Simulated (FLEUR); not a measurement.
# MnS: orders along a scan of the volume, part 2 of 2

Wanted: the trend of the moments of MnS with the volume.

FLEUR MaX-R8.1; PBE with U = 4 eV on Mn d; all-electron FLAPW, Dirac cores, scalar-relativistic bands.

So far, largest spin moment in the muffin-tin sphere (μB): step 2 (factor 1, start ferro +) 4.76; step 3 (factor 1, start antiferro q=(0,0,1/2) +-) 4.63.

The database entry behind the starting cell differs from later determinations by our own check (an axis about 0.2 % short against later determinations), so it need not match the best structure at ambient conditions.

**4. Factor 1.12, start ferro +**

The farthest finished point is shown in full.

The k list default-1 (kpts.xml, not shown) is a Γ-centred 8×8×8 mesh.

inp.xml reads:

```
<?xml version="1.0" encoding="UTF-8" standalone="no"?>
<fleurInput fleurInputVersion="0.39">
   <comment>
      MnS
   </comment>
   <calculationSetup>
      <cutoffs Kmax="4.12" Gmax="12.4" GmaxXC="12.4" numbands="0"/>
      <scfLoop itmax="110" minDistance="0.0001" maxIterBroyd="15" imix="Anderson" alpha="0.05" precondParam="0.0" spinf="2.0" sdNocoIR="T"/>
      <coreElectrons ctail="T" frcor="F" kcrel="0" coretail_lmax="0"/>
      <xcFunctional name="pbe" relativisticCorrections="F"/>
      <magnetism jspins="2"/>
      <soc l_soc="F" theta="0.0" phi="0.0" spav="F"/>
      <expertModes spex="0" secvar="F"/>
      <geometryOptimization l_f="F" forcealpha="1.0" forcemix="BFGS" epsdisp="0.00001" epsforce="0.00001"/>
      <ldaU l_linMix="F" mixParam="0.05" spinf="1.0"/>
   </calculationSetup>
   <cell>
      <bzIntegration valenceElectrons="21.0" mode="hist" fermiSmearingEnergy="0.00183747">
         <kPointListSelection listName="default-1"/>
         <xi:include xmlns:xi="http://www.w3.org/2001/XInclude" href="kpts.xml"> </xi:include>
      </bzIntegration>
      <xi:include xmlns:xi="http://www.w3.org/2001/XInclude" href="sym.xml"> </xi:include>
      <bulkLattice scale="1.0">
         <bravaisMatrix>
            <row-1>    0.0000000000000000     5.1112748658386735     5.1112748658386735</row-1>
            <row-2>    5.1112748658386735     0.0000000000000000     5.1112748658386735</row-2>
            <row-3>    5.1112748658386735     5.1112748658386735     0.0000000000000000</row-3>
         </bravaisMatrix>
      </bulkLattice>
   </cell>
   <atomSpecies>
      <species name="Manganese 4.500" element="Mn" atomicNumber="25">
         <mtSphere radius="2.78" gridPoints="919" logIncrement="0.013"/>
         <atomicCutoffs lmax="10" lnonsphr="8"/>
         <electronConfig flipSpins="F">
            <coreConfig>(1s1/2) (2s1/2) (2p1/2) (2p3/2)</coreConfig>
            <valenceConfig>(3s1/2) (3p1/2) (3p3/2) (4s1/2) (3d3/2) (3d5/2)</valenceConfig>
            <stateOccupation state="(3d3/2)" spinUp="1.75" spinDown="0.25"/>
            <stateOccupation state="(3d5/2)" spinUp="3.0" spinDown="0.0"/>
         </electronConfig>
         <energyParameters s="4" p="4" d="3" f="4"/>
         <ldaU l="2" U="4.0" J="0.0" l_amf="F"/>
         <lo type="SCLO" l="0" n="3" eDeriv="0"/>
         <lo type="SCLO" l="1" n="3" eDeriv="0"/>
      </species>
      <species name="Sulfur (S)" element="S" atomicNumber="16">
         <mtSphere radius="1.82" gridPoints="603" logIncrement="0.019"/>
         <atomicCutoffs lmax="8" lnonsphr="6"/>
         <electronConfig flipSpins="F">
            <coreConfig>(1s1/2) (2s1/2) (2p1/2) (2p3/2)</coreConfig>
            <valenceConfig>(3s1/2) (3p1/2) (3p3/2)</valenceConfig>
            <stateOccupation state="(3p1/2)" spinUp="0.666667" spinDown="0.666667"/>
            <stateOccupation state="(3p3/2)" spinUp="1.333333" spinDown="1.333333"/>
         </electronConfig>
         <energyParameters s="3" p="3" d="3" f="4"/>
      </species>
   </atomSpecies>
   <atomGroups>
      <atomGroup species="Manganese 4.500">
         <relPos label="                   1">.0000000000 .0000000000 .0000000000</relPos>
         <force calculate="T" relaxXYZ="TTT"/>
      </atomGroup>
      <atomGroup species="Sulfur (S)">
         <relPos label="                   2">1.000/2.000 1.000/2.000 1.000/2.000</relPos>
         <force calculate="T" relaxXYZ="TTT"/>
      </atomGroup>
   </atomGroups>
   <output dos="F" band="F" slice="F">
      <bandDOS minEnergy="-.5*Htr" maxEnergy="0.5*Htr" sigma="0.015" storeEVData="T"/>
      <plotting iplot="0" polar="F">
         <plot TwoD="T" vec1="  1.0  0.0  0.0" vec2="  0.0  1.0  0.0" vec3="  0.0  0.0  1.0" zero="  0.0  0.0  0.0" file="plot"/>
      </plotting>
      <moessbauerParams electricFieldGradient="F" isomerShift="F" coreHyperfine="F" valenceHyperfine="F"/>
   </output>
</fleurInput>
```

crystal.txt reads:

```
MnS
&input film=F cartesian=F /
0.00000000000  2.70477017770  2.70477017770
2.70477017770  0.00000000000  2.70477017770
2.70477017770  2.70477017770  0.00000000000
1.8897261246
1.0 1.0 1.0

2
25 0.00000000000  0.00000000000  0.00000000000 : 4.500
16 0.50000000000  0.50000000000  0.50000000000

&kpt div1=8 div2=8 div3=8 gamma=T /
```

Command:

```console
$ OMP_NUM_THREADS=1 inpgen -f crystal.txt > inpgen.log  # inp.xml is then edited as shown
$ OMP_NUM_THREADS=1 mpirun -n 8 fleur_MPI > fleur.log
```

Output:

```text
[banner, memory and clock lines left out]
Welcome to FLEUR        (www.flapw.de)
      MaX-Release 8.1          (www.max-centre.eu)

 ========== k-point set info ==========
 Selected k-point list: default-1
 k-point list type: mesh
 0 x 0 x 0
 Number of k points: 32

 [... set-up left out ...]
 no density matrix found ... skipping LDA+U
 Reset of history
 Iteration:     1   Distance:       6.54920657 me/bohr^3
 Iteration:     2   Distance:       7.17899952 me/bohr^3
 Iteration:     3   Distance:       6.86763255 me/bohr^3
 Iteration:     4   Distance:       3.51127871 me/bohr^3
[...]
[... left out ...]
            <freeEnergy value="-1557.8560547120"/>
            <extrapolationTo0K value="-1557.8560547120"/>
         </totalEnergy>
         [... left out ...]
         <ldaUDensityMatrixConvergence>
            <distance spin="1" distance="0.000000"/>
            <distance spin="2" distance="0.000001"/>
         </ldaUDensityMatrixConvergence>
         <densityConvergence units="me/bohr^3">
            <chargeDensity spin="1" distance="0.0000068556"/>
            <chargeDensity spin="2" distance="0.0000175066"/>
            <overallChargeDensity distance="0.0000221491"/>
            <spinDensity distance="0.0000147097"/>
         </densityConvergence>
      </iteration>
```

Wall time 11 s (8 MPI ranks of Arm Neoverse V2, shared host); peak memory 0.43 GiB; 86 s of CPU time.

Spin moment in the muffin-tin sphere by atom:

```csv
atom,spin moment in the muffin-tin sphere (μB)
Mn1,4.79
S2,0.06
```

Read from the output:

```
free energy                                                       : -42391.4228 eV
program's band gap on this mesh (in a metal only a level spacing) : 1.108 eV
magnetization                                                     : 5 μB
final state                                                       : ferromagnetic
```

After 16 cycles the largest moment stands at 4.79 μB.

**5. Factor 1.12, start antiferro q=(0,0,1/2) +-**

The k list default-1 (kpts.xml, not shown) is a Γ-centred 8×8×4 mesh.

inp.xml, as its differences from that of step 4:

```diff
@@ -17,3 +17,3 @@
    <cell>
-      <bzIntegration valenceElectrons="21.0" mode="hist" fermiSmearingEnergy="0.00183747">
+      <bzIntegration valenceElectrons="42.0" mode="hist" fermiSmearingEnergy="0.00183747">
          <kPointListSelection listName="default-1"/>
@@ -24,5 +24,5 @@
          <bravaisMatrix>
-            <row-1>    0.0000000000000000     5.1112748658386735     5.1112748658386735</row-1>
-            <row-2>    5.1112748658386735     0.0000000000000000     5.1112748658386735</row-2>
-            <row-3>    5.1112748658386735     5.1112748658386735     0.0000000000000000</row-3>
+            <row-1>    0.0000000000188973     5.1112748658575713     5.1112748658197766</row-1>
+            <row-2>    5.1112748658575713     0.0000000000188973     5.1112748658197766</row-2>
+            <row-3>   10.2225497315450671    10.2225497315450671     0.0000000000377945</row-3>
          </bravaisMatrix>
@@ -39,2 +39,16 @@
             <stateOccupation state="(3d5/2)" spinUp="3.0" spinDown="0.0"/>
+         </electronConfig>
+         <energyParameters s="4" p="4" d="3" f="4"/>
+         <ldaU l="2" U="4.0" J="0.0" l_amf="F"/>
+         <lo type="SCLO" l="0" n="3" eDeriv="0"/>
+         <lo type="SCLO" l="1" n="3" eDeriv="0"/>
+      </species>
+      <species name="Manganese -4.500" element="Mn" atomicNumber="25">
+         <mtSphere radius="2.78" gridPoints="919" logIncrement="0.013"/>
+         <atomicCutoffs lmax="10" lnonsphr="8"/>
+         <electronConfig flipSpins="F">
+            <coreConfig>(1s1/2) (2s1/2) (2p1/2) (2p3/2)</coreConfig>
+            <valenceConfig>(3s1/2) (3p1/2) (3p3/2) (4s1/2) (3d3/2) (3d5/2)</valenceConfig>
+            <stateOccupation state="(3d3/2)" spinUp="0.25" spinDown="1.75"/>
+            <stateOccupation state="(3d5/2)" spinUp="0.0" spinDown="3.0"/>
          </electronConfig>
@@ -62,4 +76,9 @@
       </atomGroup>
+      <atomGroup species="Manganese -4.500">
+         <relPos label="                   2">.0000000000 .0000000000 1.000/2.000</relPos>
+         <force calculate="T" relaxXYZ="TTT"/>
+      </atomGroup>
       <atomGroup species="Sulfur (S)">
-         <relPos label="                   2">1.000/2.000 1.000/2.000 1.000/2.000</relPos>
+         <relPos label="                   3">1.000/2.000 1.000/2.000 1.000/4.000</relPos>
+         <relPos label="                   4">1.000/2.000 1.000/2.000 -1.000/4.000</relPos>
          <force calculate="T" relaxXYZ="TTT"/>
```

crystal.txt reads:

```
MnS
&input film=F cartesian=F /
0.00000000001  2.70477017771  2.70477017769
2.70477017771  0.00000000001  2.70477017769
5.40954035533  5.40954035533  0.00000000002
1.8897261246
1.0 1.0 1.0

4
25 0.00000000000  0.00000000000  0.00000000000 : 4.500
25 0.00000000000  0.00000000000  0.50000000000 : -4.500
16 0.50000000000  0.50000000000  0.25000000000
16 0.50000000000  0.50000000000  0.75000000000

&kpt div1=8 div2=8 div3=4 gamma=T /
```

Output:

```text
[banner, memory and clock lines left out]
Welcome to FLEUR        (www.flapw.de)
      MaX-Release 8.1          (www.max-centre.eu)

 ========== k-point set info ==========
 Selected k-point list: default-1
 k-point list type: mesh
 0 x 0 x 0
 Number of k points: 80

 [... set-up left out ...]
 no density matrix found ... skipping LDA+U
 Reset of history
 Iteration:     1   Distance:       6.57537450 me/bohr^3
 Iteration:     2   Distance:       6.72245058 me/bohr^3
 Iteration:     3   Distance:       6.42278481 me/bohr^3
 Iteration:     4   Distance:       3.46987264 me/bohr^3
[...]
[... left out ...]
            <freeEnergy value="-3115.7136053281"/>
            <extrapolationTo0K value="-3115.7136053281"/>
         </totalEnergy>
         [... left out ...]
         <ldaUDensityMatrixConvergence>
            <distance spin="1" distance="0.000002"/>
            <distance spin="2" distance="0.000002"/>
         </ldaUDensityMatrixConvergence>
         <densityConvergence units="me/bohr^3">
            <chargeDensity spin="1" distance="0.0000158516"/>
            <chargeDensity spin="2" distance="0.0000158637"/>
            <overallChargeDensity distance="0.0000268374"/>
            <spinDensity distance="0.0000169001"/>
         </densityConvergence>
      </iteration>
```

Wall time 69 s (8 MPI ranks); peak memory 0.81 GiB.

This step gave:

```yaml
free_energy: -84782.8863 eV
program_s_band_gap_on_this_mesh_in_a_metal_only_a_level_spacing: 2.244 eV
magnetization: 0 μB
final_state: antiferromagnetic
largest_moment: 4.712 μB
```

After 16 cycles the largest moment stands at 4.71 μB.

**6. Trends**

In all 18 runs were made at the factors 0.88, 0.91, 0.94, 0.97, 1, 1.03, 1.06, 1.09 and 1.12, of which 18 converged. The tables hold the factors at which the parallel start converged, and CPU times count converged runs alone. Differences are of free energies.

Final states:

```csv
volume factor,ferro +,"antiferro q=(0,0,1/2) +-",CPU time (s)
0.88,ferromagnetic,antiferromagnetic,466.6
0.91,ferromagnetic,antiferromagnetic,460.8
0.94,ferromagnetic,antiferromagnetic,472.1
0.97,ferromagnetic,antiferromagnetic,489
1,ferromagnetic,antiferromagnetic,513.5
1.03,ferromagnetic,antiferromagnetic,527
1.06,ferromagnetic,antiferromagnetic,592.9
1.09,ferromagnetic,antiferromagnetic,616.5
1.12,ferromagnetic,antiferromagnetic,637.5
```

Energy over the lowest point, ferro + against volume factor:

```csv
volume factor,"energy over the lowest point, ferro + (meV a primitive cell)"
0.8800,355
0.9100,234
0.9400,143
0.9700,76.4
1.0000,32.6
1.0300,8.12
1.0600,0
1.0900,6.35
1.1200,25.0
```

Largest sphere moment against volume factor:

```csv
volume factor,ferro + (μB),"antiferro q=(0,0,1/2) +- (μB)"
0.8800,4.70,4.51
0.9100,4.72,4.55
0.9400,4.74,4.58
0.9700,4.75,4.61
1.0000,4.76,4.63
1.0300,4.77,4.66
1.0600,4.78,4.68
1.0900,4.79,4.70
1.1200,4.79,4.71
```

Net moment, ferro + against volume factor:

```csv
volume factor,"net moment, ferro + (μB a primitive cell)"
0.8800,4.98
0.9100,5.00
0.9400,5.00
0.9700,5.00
1.0000,5
1.0300,5
1.0600,5
1.0900,5
1.1200,5
```

The energy less that of the parallel start, antiferro q=(0,0,1/2) +- by volume factor:

```csv
volume factor,"energy less that of the parallel start, antiferro q=(0,0,1/2) +- (meV a seeded atom)"
0.8800,-108
0.9100,-89.1
0.9400,-73.0
0.9700,-59.7
1.0000,-48.7
1.0300,-39.6
1.0600,-32.0
1.0900,-25.7
1.1200,-20.4
```

**7. Outcome**

```yaml
largest_moment_parallel_start: 4.70 μB at 0.88, 4.79 μB at 1.12
net_moment_parallel_start: 4.98 to 5 μB a primitive cell
start_antiferro_q_0_0_1_over_2_less_the_parallel_start: -107.7 meV at 0.88, -20.4 meV at 1.12, a seeded atom
```

What this shows: The largest moment of the parallel start goes from 4.70 μB at 0.88 to 4.79 μB at 1.12. Its energy is least at 1.06 of the points run. The start antiferro q=(0,0,1/2) +- lies under the parallel start at every point where both finished. The opposed order is one of several, taken for its small cell; another can lie lower, so the scan does not name the ground state. Atoms were not relaxed at any point.

[Logs and program files are shortened in this print: banners, set-up blocks, solver, clock and traceback lines can be left out without a mark of their own.]

[Logs are printed without paths, hosts, clocks, repeated set-up lines and the standing remarks that a program may print on its own settings, such as how far it seeks lower states.]

[Hosts, paths, dates, database ids (printed as entryN), source tags and the programs' standing remarks are cut or masked in the printed files.]

[Where a cell is said to come from a database of computed structures, the database is the Materials Project.]
